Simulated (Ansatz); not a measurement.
# LiY (built on the sites of a database entry of ScAg): Grüneisen parameters

Wanted: mode Grüneisen parameters of LiY (built on the sites of a database entry of ScAg).

Method: DFT PBEsol, scalar-relativistic, plane waves, PseudoDojo norm-conserving pseudopotentials, in Ansatz 0.2.0.

Most raw output is cut from this account.

The structure was built from a prototype and need not be the compound's stable phase.

### Step 1. The structure

It takes space group Pm-3m (No. 221, cubic). The conventional cell has a = 3.683 Å, b = 3.683 Å, c = 3.683 Å, α = 90.00°, β = 90.00°, γ = 90.00°. Nearest to Y lie 8 Li at 3.19 Å. Li has 8 Y at 3.19 Å nearest. Farther neighbours are not listed.

Structure file:

```cif
data_structure
_symmetry_space_group_name_H-M 'P 1'
_symmetry_Int_Tables_number 1
_cell_length_a 3.6832
_cell_length_b 3.6832
_cell_length_c 3.6832
_cell_angle_alpha 90.000
_cell_angle_beta 90.000
_cell_angle_gamma 90.000
_cell_volume 49.97
loop_
_atom_site_label
_atom_site_type_symbol
_atom_site_fract_x
_atom_site_fract_y
_atom_site_fract_z
_atom_site_occupancy
Y1 Y 0.50000 0.50000 0.50000 1
Li2 Li 0.00000 0.00000 0.00000 1
```

### Step 2. Phonons on a q mesh

The cell comes from relaxations at this level that are not shown. Stability and thermal properties need the whole zone. Linear response on a 2×2×2 q mesh gives force constants as far as a supercell of that size would.

Input file input.yaml:

```yaml
crystal:
  lattice:
    - [3.6831851504, 0.0, 0.0]
    - [0.0, 3.6831851504, 0.0]
    - [0.0, 0.0, 3.6831851504]
  atoms:
    - { symbol: "Y", position: [0.5, 0.5, 0.5] }
    - { symbol: Li, position: [0.0, 0.0, 0.0] }
kpoints:
  mp_grid: { grid: [10, 10, 10] }
hamiltonian:
  xc: pbesol
  pseudopotentials: { kind: nc, accuracy: standard }
scf:
  occupations: { method: methfessel_paxton, width: 0.15 }
output:
  eigenvalues: true
phonons:
  method: dfpt
  qmesh: [2, 2, 2]
  temperatures: { t_max: 1000, t_step: 50 }
  qpath:
    path:
      - [[0.0, 0.0, 0.0], [0.0, 0.5, 0.0], [0.5, 0.5, 0.0], [0.0, 0.0, 0.0], [0.5, 0.5, 0.5], [0.0, 0.5, 0.0]]
      - [[0.5, 0.5, 0.5], [0.5, 0.5, 0.0]]
    npoints: 10
```

The run is started by

```sh
$ ansatz run input.yaml --threads 4 --pin off --max-ram 7168MiB --backend cpu --events-out ev --progress --plain --runs-dir out
```

Elapsed: 47 s, on 4 threads of Arm Neoverse V2, shared host; peak memory 1.1 GiB.

Numbers from this step:

| Quantity | Value |
| --- | --- |
| volume per atom | 24.98 Å³ |
| gap on the k-mesh | 0 eV |
| sum-rule residual before enforcement | 1.48e-5 eV/Å² |
| lowest frequency on the path | 0 cm⁻¹ |
| point group | m-3m |
| highest frequency on the path or at a solved wavevector | 343.5 cm⁻¹ |
| mean frequency | 190.5 cm⁻¹ |
| Debye temperature (second moment) | 410 K |
| logarithmic mean frequency | 152.9 cm⁻¹ |
| highest optical mode at the zone centre (no LO-TO term) | 330.9 cm⁻¹ |
| lowest optical zone-centre mode | 330.9 cm⁻¹ |
| lowest mode on the q mesh (acoustic modes at Γ apart) | 64.27 cm⁻¹ |
| zero-point energy per atom | 35.42 meV |
| heat capacity at 300 K | 22.82 J/(mol atoms K) |
| vibrational entropy at 300 K | 33.80 J/(mol atoms K) |
| edges of the widest gap between branches, on path and mesh | 134.3, 261.2 cm⁻¹ |

Frequencies (cm⁻¹) solved at each irreducible wavevector; negative means imaginary. Frequencies by wavevector, by row:

```csv
q in reciprocal lattice units,star,mode 1,mode 2,mode 3,mode 4,mode 5,mode 6
0 0 0,1,0,0,0,330.9,330.9,330.9
0 0 -0.5,3,83.5,83.5,89.3,273.3,322,322
0 -0.5 -0.5,3,64.3,74.1,74.1,271,271,343.5
-0.5 -0.5 -0.5,1,134.3,134.3,134.3,261.2,261.2,261.2
```

Symmetry leaves 4 wavevectors to solve. The lowest mode among them, the acoustic zeros apart, lies at q = (0, -0.5, -0.5) and is real, 64.3 cm⁻¹.

### Step 3. Relaxing at another volume, volume ratio 0.97

The volume is scaled by 0.97 and held; symmetry leaves nothing to relax, so this is a single point. The modes can then be followed against volume.

input.yaml, the sections that differ from step 2:

```yaml
crystal:
  lattice:
    - [3.6459787162, 0.0, 0.0]
    - [0.0, 3.6459787162, 0.0]
    - [0.0, 0.0, 3.6459787162]
  atoms:
    - { symbol: "Y", position: [0.5, 0.5, 0.5] }
    - { symbol: Li, position: [0.0, 0.0, 0.0] }
output:
  forces: true
  stress: true
  eigenvalues: true
# kpoints, hamiltonian, scf: as in step 2
# phonons: removed
```

Run time: 1.2 s. Hardware: 4 threads; peak memory 0.38 GiB; 4.4 s of CPU time.

Numbers from this step:

```yaml
pressure: 1.044 GPa
volume_per_atom: 24.23 Å³
```

The run ends at a pressure of 1.04 GPa.

### Step 4. Phonons at the other volume, volume ratio 0.97

The phonons are repeated at this volume on the same k and q meshes.

input.yaml, the sections that differ from step 3:

```yaml
output:
  eigenvalues: true
phonons:
  method: dfpt
  qmesh: [2, 2, 2]
  temperatures: { t_max: 1000, t_step: 50 }
  qpath:
    path:
      - [[0.0, 0.0, 0.0], [0.0, 0.5, 0.0], [0.5, 0.5, 0.0], [0.0, 0.0, 0.0], [0.5, 0.5, 0.5], [0.0, 0.5, 0.0]]
      - [[0.5, 0.5, 0.5], [0.5, 0.5, 0.0]]
    npoints: 10
# crystal, kpoints, hamiltonian, scf: as in step 3
```

The job ended after 45 s (4 threads; peak memory 1.1 GiB; 2.9 min of CPU time).

This step gave:

```yaml
sum_rule_residual_before_enforcement: 2.33e-5 eV/Å²
highest_frequency_on_the_path_or_at_a_solved_wavevector: 352.4 cm⁻¹
mean_frequency: 195.7 cm⁻¹
debye_temperature_second_moment: 421 K
logarithmic_mean_frequency: 156.9 cm⁻¹
highest_optical_mode_at_the_zone_centre_no_lo_to_term: 340.7 cm⁻¹
lowest_optical_zone_centre_mode: 340.7 cm⁻¹
lowest_mode_on_the_q_mesh_acoustic_modes_at_gamma_apart: 65.22 cm⁻¹
zero_point_energy_per_atom: 36.39 meV
heat_capacity_at_300_k: 22.72 J/(mol atoms K)
vibrational_entropy_at_300_k: 33.21 J/(mol atoms K)
edges_of_the_widest_gap_between_branches_on_path_and_mesh: 138.8, 269.3 cm⁻¹
```

Frequencies (cm⁻¹) solved at each irreducible wavevector; negative means imaginary. Frequencies by wavevector, by row:

```csv
q in reciprocal lattice units,star,mode 1,mode 2,mode 3,mode 4,mode 5,mode 6
0 0 0,1,0,0,0,340.7,340.7,340.7
0 0 -0.5,3,84.9,84.9,94.2,279.2,330.2,330.2
0 -0.5 -0.5,3,65.2,75.1,75.1,279.9,279.9,352.4
-0.5 -0.5 -0.5,1,138.8,138.8,138.8,269.3,269.3,269.3
```

The highest optical mode at the zone centre (no LO-TO term) is 340.7 cm⁻¹, +9.8 cm⁻¹ against the base run.

### Step 5. Relaxing at another volume, volume ratio 1.03

The volume is scaled by 1.03 and held; symmetry leaves nothing to relax, so this is a single point. The modes can then be followed against volume.

input.yaml, the sections that differ from step 4:

```yaml
crystal:
  lattice:
    - [3.7196547019, 0.0, 0.0]
    - [0.0, 3.7196547019, 0.0]
    - [0.0, 0.0, 3.7196547019]
  atoms:
    - { symbol: "Y", position: [0.5, 0.5, 0.5] }
    - { symbol: Li, position: [0.0, 0.0, 0.0] }
output:
  forces: true
  stress: true
  eigenvalues: true
# kpoints, hamiltonian, scf: as in step 4
# phonons: removed
```

The job ended after 1.2 s (4 threads; peak memory 0.39 GiB).

This step gave:

```yaml
pressure: -0.9105 GPa
volume_per_atom: 25.73 Å³
```

The run ends at a pressure of -0.91 GPa.

### Step 6. Phonons at the other volume, volume ratio 1.03

input.yaml, the sections that differ from step 5:

```yaml
output:
  eigenvalues: true
phonons:
  method: dfpt
  qmesh: [2, 2, 2]
  temperatures: { t_max: 1000, t_step: 50 }
  qpath:
    path:
      - [[0.0, 0.0, 0.0], [0.0, 0.5, 0.0], [0.5, 0.5, 0.0], [0.0, 0.0, 0.0], [0.5, 0.5, 0.5], [0.0, 0.5, 0.0]]
      - [[0.5, 0.5, 0.5], [0.5, 0.5, 0.0]]
    npoints: 10
# crystal, kpoints, hamiltonian, scf: as in step 5
```

Elapsed: 48 s, on 4 threads; peak memory 1.1 GiB.

This step gave:

| Item | Value |
| --- | --- |
| sum-rule residual before enforcement | 1.06e-5 eV/Å² |
| highest frequency on the path or at a solved wavevector | 334.7 cm⁻¹ |
| mean frequency | 185.2 cm⁻¹ |
| Debye temperature (second moment) | 399 K |
| logarithmic mean frequency | 148.7 cm⁻¹ |
| highest optical mode at the zone centre (no LO-TO term) | 321.3 cm⁻¹ |
| lowest optical zone-centre mode | 321.3 cm⁻¹ |
| lowest mode on the q mesh (acoustic modes at Γ apart) | 63.39 cm⁻¹ |
| zero-point energy per atom | 34.44 meV |
| heat capacity at 300 K | 22.93 J/(mol atoms K) |
| vibrational entropy at 300 K | 34.42 J/(mol atoms K) |
| edges of the widest gap between branches, on path and mesh | 129.7, 253 cm⁻¹ |

Frequencies (cm⁻¹) solved at each irreducible wavevector; negative means imaginary. Frequencies by wavevector, by row:

```csv
q in reciprocal lattice units,star,mode 1,mode 2,mode 3,mode 4,mode 5,mode 6
0 0 0,1,0,0,0,321.3,321.3,321.3
0 0 -0.5,3,82,82,84.4,267.3,313.9,313.9
0 -0.5 -0.5,3,63.4,72.6,72.6,262.3,262.3,334.7
-0.5 -0.5 -0.5,1,129.7,129.7,129.7,253,253,253
```

The highest optical mode at the zone centre (no LO-TO term) is 321.3 cm⁻¹, -9.6 cm⁻¹ against the base run.

### Step 7. Grüneisen parameters

The Grüneisen parameter of a mode is minus the logarithmic change of its frequency with volume, −d ln ω / d ln V; weighted by heat capacity it gives the expansion.

Numbers from this step:

* bulk modulus: 32.6 GPa

The phonon branches at the labelled points (cm⁻¹):

```csv
point,branch 1,branch 2,branch 3,branch 4,branch 5,branch 6
Γ,0,0,0,331,331,331
halfway,57,58,58,305,327,327
X,84,84,89,273,322,322
halfway,74,79,84,272,297,333
M,64,74,74,271,271,344
halfway,48,67,87,296,305,330
Γ,0,0,0,331,331,331
halfway,77,77,94,298,303,303
R,134,134,134,261,261,261
halfway,87,98,98,269,300,302
X,84,84,89,273,322,322
jump to R,134,134,134,261,261,261
halfway,105,107,107,267,267,305
M,64,74,74,271,271,344
```

The same for volume x 0.97:

```csv
point,branch 1,branch 2,branch 3,branch 4,branch 5,branch 6
Γ,0,0,0,341,341,341
X,85,85,94,279,330,330
M,65,75,75,280,280,352
Γ,0,0,0,341,341,341
R,139,139,139,269,269,269
X,85,85,94,279,330,330
R,139,139,139,269,269,269
M,65,75,75,280,280,352
```

The same for volume x 1.03:

```csv
point,branch 1,branch 2,branch 3,branch 4,branch 5,branch 6
Γ,0,0,0,321,321,321
X,82,82,84,267,314,314
M,63,73,73,262,262,335
Γ,0,0,0,321,321,321
R,130,130,130,253,253,253
X,82,82,84,267,314,314
R,130,130,130,253,253,253
M,63,73,73,262,262,335
```

Mode Grueneisen parameter -dln(w)/dln(V), modes matched by rank; at Γ the acoustic branches take the value of a neighbouring point of the path. The mode Grüneisen parameters at the labelled points ():

```csv
point,branch 1,branch 2,branch 3,branch 4,branch 5,branch 6
Γ,1.88,0.39,0.39,0.98,0.98,0.98
halfway,1.66,0.52,0.68,0.89,0.92,0.92
X,0.58,0.58,1.83,0.73,0.84,0.84
halfway,0.54,0.53,1.33,0.91,0.94,0.85
M,0.47,0.56,0.56,1.08,1.08,0.86
halfway,0.21,0.54,1.34,0.88,0.93,0.88
Γ,-0.35,0.47,1.35,0.98,0.98,0.98
halfway,0.85,0.85,1.08,0.91,0.92,0.92
R,1.13,1.13,1.13,1.04,1.04,1.04
halfway,0.61,1.09,1.07,0.98,0.92,0.94
X,0.58,0.58,1.83,0.73,0.84,0.84
jump to R,1.13,1.13,1.13,1.04,1.04,1.04
halfway,1.00,0.95,0.95,1.07,1.07,0.92
M,0.47,0.56,0.56,1.08,1.08,0.86
```

(dS/dlnV)/C_V. Thermodynamic Grueneisen parameter against temperature:

```csv
temperature (K),thermodynamic Grueneisen parameter
50,0.82
100,0.862
150,0.875
200,0.881
250,0.883
300,0.885
350,0.886
400,0.886
450,0.886
500,0.887
550,0.887
600,0.887
650,0.888
700,0.887
750,0.887
800,0.887
850,0.888
900,0.887
950,0.888
1000,0.887
```

Gamma C_V/(B V) at the static volume. The volume expansion by temperature:

```csv
temperature (K),volume expansion (1e-6/K)
50,13.8
100,25.2
150,32.8
200,37.2
250,39.6
300,41.2
350,42.2
400,42.8
450,43.3
500,43.6
550,43.9
600,44.1
650,44.3
700,44.4
750,44.4
800,44.5
850,44.6
900,44.6
950,44.7
1000,44.7
```

### Step 8. Results

- bulk modulus: 32.6 GPa
- thermodynamic Grüneisen parameter at 300 K: 0.885
- volume expansion at 300 K, estimated: 41.17 × 10⁻⁶ K⁻¹

**Reading.** By this estimate the volume grows by 41.2 × 10⁻⁶ per kelvin at 300 K. The highest optical mode at Γ goes from 341 to 321 cm⁻¹ as the cell grows, a Grüneisen parameter of 0.98. Mode parameters on the path run from -0.35 to 1.9, with a median of 0.93. Modes with negative values stiffen as the cell grows and pull against the expansion. Branches are matched by rank, so values near crossings are rough. The expansion is the Grüneisen estimate at the static volume, with the static bulk modulus. The q mesh stands for a supercell only 7.4 Å across, so branches between the solved wavevectors are rough. With no gap, or one that is small against the smearing, the frequencies hang on the k mesh and the smearing, most of all near Kohn anomalies. The starting cell was built on a prototype and not taken from a measurement, so the phase need not exist.

[Logs are printed without paths, hosts, clocks, repeated set-up lines and the standing remarks that a program may print on its own settings, such as how far it seeks lower states.]

[Hosts, paths, dates, database ids (printed as entryN), source tags and the programs' standing remarks are cut or masked in the printed files.]
